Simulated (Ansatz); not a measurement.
# Tc of Ru (P6_3/mmc) from its phonons, part 2 of 2

Wanted: λ, ω_log and Tc of Ru (P6_3/mmc). The cell shown first is a relaxed one, from steps not shown here.

Ansatz 0.2.0; DFT PBE, scalar-relativistic, plane waves, PAW; PAW set soft_1.

So far, coupling constant λ: step 2 (resistivity: q 6×6×3, k 18×18×9, scattering 24×24×12) 0.462; step 3 (k-mesh 24×24×12, scattering mesh 36×36×16) 0.457. Also highest frequency, solved or plainly interpolated (cm⁻¹): step 2 260; step 3 258.

## Step 4: Electron–phonon run: q 8×8×4, k 24×24×12, scattering 48×48×24

The next rung changes the q mesh, which sets the reach of the force constants and couplings; the scattering mesh, which samples the Fermi surface.

input.yaml reads:

```yaml
crystal:
  lattice:
    - [2.7194809999, 0.0, 0.0]
    - [-1.3597405, 2.355139631, 0.0]
    - [0.0, 0.0, 4.2964067716]
  atoms:
    - { symbol: Ru, position: [0.3333333333, 0.6666666667, 0.25] }
    - { symbol: Ru, position: [0.6666666667, 0.3333333333, 0.75] }
kpoints:
  mp_grid: { grid: [24, 24, 12] }
hamiltonian:
  xc: pbe
  pseudopotentials: { kind: paw, azcp: { folder: soft_1 } }
scf:
  occupations: { method: methfessel_paxton, width: 0.2 }
output:
  eigenvalues: true
phonons:
  method: dfpt
  qmesh: [8, 8, 4]
  temperatures: { t_max: 1000, t_step: 50 }
  qpath:
    path:
      - [[0.0, 0.0, 0.0], [0.5, 0.0, 0.0], [0.33333333, 0.33333333, 0.0], [0.0, 0.0, 0.0], [0.0, 0.0, 0.5], [0.5, 0.0, 0.5], [0.33333333, 0.33333333, 0.5], [0.0, 0.0, 0.5]]
      - [[0.5, 0.0, 0.5], [0.5, 0.0, 0.0]]
    npoints: 6
  electrical_resistivity:
    mesh: [48, 48, 24]
    temperatures: [20.0, 50.0, 80.0, 100.0, 150.0, 200.0, 273.0, 300.0, 400.0, 500.0, 600.0, 800.0]
  superconductivity: { mesh: [48, 48, 24] }
```

Started as:

```
ansatz run input.yaml --threads 16 --pin off --max-ram 92160MiB --backend cuda --events-out ev --progress --plain --runs-dir out --max-vram 78GiB
```

Numbers of over 12 decimals in the logs are rounded to 6 here.

Output:

```text
[...]
Crystal: 2 atoms, lattice volume = 27.517 Å³
Basis set: ecut = 420 eV, 537 PW (Γ), exchange–correlation on 40×40×60 points (8 copies of the dense FFT grid, shifted against one another)
Bands: 20, of which v1, the nominal top of the filled ones, is band 16 counted from 1 (15 counted from 0)
Symmetry: 24 space group operations
k-points: 427 of 6912
[...]
SCF iter   1: F=—  HF=-11758.729080 eV  |F-HF|=—  |Δ(HF+E_count)|=         —  Δρ=1.22e-1  dr2=3.96e0  ethr=3.10e-3  ⟨swp⟩=4.8  Hψ=74537  notcnv=0
[...]
SCF iter   2: F=—  HF=-11757.871144 eV  |F-HF|=—  |Δ(HF+E_count)|=   8.58e-1  S|Δr|=    0.00e0  Δρ=7.05e-2  dr2=1.33e0  ethr=3.10e-3  ⟨swp⟩=2.8  Hψ=20242  notcnv=0  defer=544
[...]
SCF iter   8: F=-11757.466330 eV  HF=-11757.466330 eV  |F-HF|=3.64e-12  |Δ(HF+E_count)|=  5.04e-10  S|Δr|=    0.00e0  Δρ=1.75e-7  dr2=4.92e-12  ethr=1.00e-12  ⟨swp⟩=7.6  Hψ=53942  notcnv=0
SCF 1 converged in 8 iterations: F = -11757.466330 eV  dr2 = 4.92e-12
[...]
SCF 2 converged in 8 iterations: F = -11757.466330 eV  dr2 = 4.96e-12
[...]
SCF converged after 8 iterations
[...]
not converged in the mesh (λ_tr; the resistivity at 20 K by 5.60 %): between neighbouring meshes, the two finest first, λ moves by 0.94 % and 1.03 %, λ_tr by 1.18 % and 3.96 % and the resistivity by up to 5.60 % and 22.14 %; an estimate, no bound, puts it up to 7.9e-7 % above the Boltzmann equation's exact value after up to 8 iterations (at most 30 are made, fewer where the estimate is under 1.0e-6 % of each spin channel's own resistivity)
  vibrations of 256 cells: unjudged by the run; compare a larger repeat
[...]
--- Superconductivity: potentials and phonons of a 8×8×4 supercell ---
           mesh         λ    ħω_log (meV)  μ* declared at (meV)
       48×48×24    0.4569          23.103               23.998
       24×24×12    0.4612          23.123               24.016
        12×12×6    0.4565          23.139               24.011
  λ by the species' shares of the modes' patterns: Ru 0.4569
[...]
0.08      3.102         3.159         3.022         3.021         3.142         3.139          3.139
      0.10      2.221         2.259         2.110         2.109         2.219         2.217          2.218
      0.12      1.503         1.526         1.391         1.391         1.488         1.487          1.487
      0.13      1.204         1.223         1.101         1.101         1.190         1.189          1.189
      0.14      0.946         0.959         0.855         0.854         0.935         0.935          0.935
      0.16      0.542         0.549         0.479         0.479         0.543         0.542          0.542
      0.20      0.116         0.117         0.101         0.101         0.131         0.130          0.130
[...]
vibrations of 256 cells: unjudged by the run; compare a larger repeat
[...]
```

Run time: 14 min. Hardware: 1 × NVIDIA GB200 with 16 threads of Arm Neoverse V2, shared host; peak memory 70 GiB; 2.5 h of CPU time.

This step gave:

- zero-point energy: 0.07148 eV/cell
- highest frequency, solved or plainly interpolated: 258.3 cm⁻¹
- Debye temperature (second moment): 365 K
- resistivity at 300 K: 6.807 μΩ cm, mean of the axes
- coupling constant λ: 0.4569
- density of states at the Fermi level: 0.8284 states/eV a spin and cell
- transport coupling constant λ_tr: 0.4838, 0.4838, 0.4598 (xx, yy, zz)
- Drude plasma energy: 8.341, 8.341, 9.3 eV (xx, yy, zz)
- resistivity times mean free path: 5.181, 5.181, 3.851 × 10⁻¹⁶ Ω m² (xx, yy, zz)
- coupling λ by branch: 0.0865, 0.0843, 0.0863, 0.0709, 0.067, 0.062 (branches by rank of frequency)

Transition temperatures:

```tsv
μ*	McMillan Tc (K)	Allen–Dynes Tc (K)	isotropic Fermi-surface Tc (K)	isotropic full bandwidth Tc (K)	anisotropic Fermi-surface Tc (K)	anisotropic full bandwidth Tc (K)	anisotropic narrow window Tc (K)
0.08	3.1	3.16	3.02	3.02	3.14	3.14	3.14
0.1	2.22	2.26	2.11	2.11	2.22	2.22	2.22
0.12	1.5	1.53	1.39	1.39	1.49	1.49	1.49
0.13	1.2	1.22	1.1	1.1	1.19	1.19	1.19
0.14	0.946	0.959	0.855	0.854	0.935	0.935	0.935
0.16	0.542	0.549	0.479	0.479	0.543	0.542	0.542
0.2	0.116	0.117	0.101	0.101	0.131	0.13	0.13
```

The Eliashberg function α²F has structure finer than the step of the table below, so its rows give means over 1 meV, whole bins alone (the curve runs from 0.125 to 31.8 meV). Peaks (meV: height): α²F 18.3: 0.380, 20.3: 0.457, 22.3: 0.398, 25.3: 0.498, 30.0: 0.503; α²F tr 18.3: 0.398, 20.6: 0.513, 22.3: 0.449, 25.0: 0.515, 30.0: 0.519.

Table of Eliashberg function α²F by phonon energy; means over each step:

```tsv
phonon energy (meV)	α²F	α²F tr
1	0	0
2	8.2e-5	0
3	2.2e-4	0
4	4.0e-4	7.6e-5
5	6.1e-4	1.3e-4
6	9.6e-4	2.6e-4
7	0.00139	5.1e-4
8	0.00210	9.7e-4
9	0.00316	0.00172
10	0.00429	0.00253
11	0.00559	0.00354
12	0.00744	0.00497
13	0.00990	0.00683
14	0.0136	0.00970
15	0.0197	0.0146
16	0.0373	0.0322
17	0.0954	0.0940
18	0.215	0.223
19	0.298	0.303
20	0.406	0.431
21	0.400	0.451
22	0.377	0.423
23	0.358	0.395
24	0.343	0.373
25	0.466	0.483
26	0.465	0.469
27	0.394	0.401
28	0.317	0.331
29	0.363	0.374
30	0.455	0.470
31	0.295	0.301
```

Anisotropic full-bandwidth solution, weighted at the Fermi level. Gaps:

```tsv
mu*	T (K)	mean gap (meV)	5 % (meV)	95 % (meV)	mean Z
0.1	0.554	0.331	0.249	0.369	1.46
0.1	1.11	0.317	0.238	0.353	1.46
0.1	1.66	0.256	0.192	0.286	1.46
0.1	2	0.173	0.13	0.193	1.46
0.13	0.297	0.176	0.125	0.2	1.46
0.13	0.595	0.168	0.119	0.191	1.46
0.13	0.892	0.136	0.096	0.154	1.46
0.13	1.07	0.092	0.0649	0.104	1.46
0.16	0.136	0.0795	0.0521	0.0922	1.46
0.16	0.271	0.0758	0.0495	0.0879	1.46
0.16	0.407	0.0612	0.0399	0.071	1.46
0.16	0.488	0.0414	0.0269	0.048	1.46
```

The dTc/da2F by phonon energy:

```tsv
phonon energy (meV)	dTc/da2F (K/meV)
1	-
2	5.52
3	4.76
4	4.18
5	3.73
6	3.37
7	3.08
8	2.83
9	2.62
10	2.44
11	2.28
12	2.14
13	2.02
14	1.91
15	1.81
16	1.72
17	1.64
18	1.56
19	1.49
20	1.42
21	1.36
22	1.31
23	1.26
24	1.21
25	1.17
26	1.13
27	1.09
28	1.05
29	1.02
30	0.985
31	0.954
```

The share of the Fermi-level states by lambda of a state:

```tsv
lambda of a state	share of the Fermi-level states
0.3150	0
0.3250	0.0047
0.3340	0.0131
0.3440	0.0108
0.3530	0.019
0.3630	0.0223
0.3720	0.0274
0.3820	0.0182
0.3910	0.0079
0.4010	0.0125
0.4100	0.0049
0.4200	0.0091
0.4290	0.0739
0.4390	0.0866
0.4490	0.0556
0.4580	0.0654
0.4680	0.101
0.4770	0.111
0.4870	0.148
0.4960	0.132
0.5060	0.0576
0.5150	0.016
0.5250	0.003
0.5340	3.0e-4
```

## Step 5: Results

| Quantity | Value |
| --- | --- |
| meshes | q 8×8×4, k 24×24×12, scattering 48×48×24 |
| coupling constant λ | 0.457 |
| log mean phonon energy ħω_log | 23.1 meV |
| Allen–Dynes Tc at μ* = 0.1 | 2.26 K |
| Allen–Dynes Tc at μ* = 0.13 | 1.22 K |
| anisotropic Eliashberg Tc at μ* = 0.1 | 2.22 K |
| anisotropic Eliashberg Tc at μ* = 0.13 | 1.19 K |

**Reading.** In the last run (PBE, q 8×8×4, k 24×24×12, scattering 48×48×24), with λ = 0.46 and ħω_log = 23.1 meV, Tc at μ* = 0.13 is 1.2 K by McMillan's formula, 1.2 K by Allen and Dynes's and 1.2 K by the anisotropic Eliashberg equations. Allen and Dynes's formula meets the measured 0.49 K at μ* near 0.16. Raising μ* from 0.10 to 0.16 lowers the Allen–Dynes value from 2.3 to 0.55 K. The mean gap at a quarter of Tc gives 2Δ/k_B Tc = 3.43, against 3.53 in weak-coupling theory. The gap spreads from 0.12 to 0.2 meV over nine tenths of the Fermi surface. By the run's own test the transition temperature is not converged in the fine mesh. The run's transport test calls it not converged in the mesh. λ of these runs moves by 1 to 1 % between their two finest meshes, and Tc by more, so small gaps between the runs or to the measured value rank nothing. Over the runs, λ takes the values 0.462, 0.457 and 0.457, in the order shown. μ* is a typed number, phonons are harmonic, and spin fluctuations are left out; at μ* = 0.13 McMillan's formula turns 1 % in λ into about 5.9 % in Tc.

Calculation against experiment:

```
                                                   quantity  measured  Allen–Dynes, PBE, q 6×6×3, fine 24×24×12  Eliashberg, PBE, q 6×6×3, fine 24×24×12  Allen–Dynes, PBE, q 6×6×3, fine 36×36×16  Eliashberg, PBE, q 6×6×3, fine 36×36×16  Allen–Dynes, PBE, q 8×8×4, fine 48×48×24  Eliashberg, PBE, q 8×8×4, fine 48×48×24
superconducting transition temperature (μ* = 0.13) (kelvin)      0.49                           1.31 (+167.3 %)                          1.27 (+159.2 %)                           1.22 (+149.0 %)                          1.18 (+140.8 %)                           1.22 (+149.0 %)                          1.19 (+142.9 %)
```

Measured values from Wikipedia's table of superconducting elements, as read in December (2026).

How well it matches: For the superconducting transition temperature, of the levels listed nearest comes Eliashberg, PBE, q 6×6×3, fine 36×36×16 (+140.8 %, a clear miss) and farthest Allen–Dynes, PBE, q 6×6×3, fine 24×24×12 (+167.3 %, a clear miss). Limits of convergence are named above.

[Logs are printed without paths, hosts, clocks, repeated set-up lines and the standing remarks that a program may print on its own settings, such as how far it seeks lower states.]

[Hosts, paths, dates, database ids (printed as entryN), source tags and the programs' standing remarks are cut or masked in the printed files.]
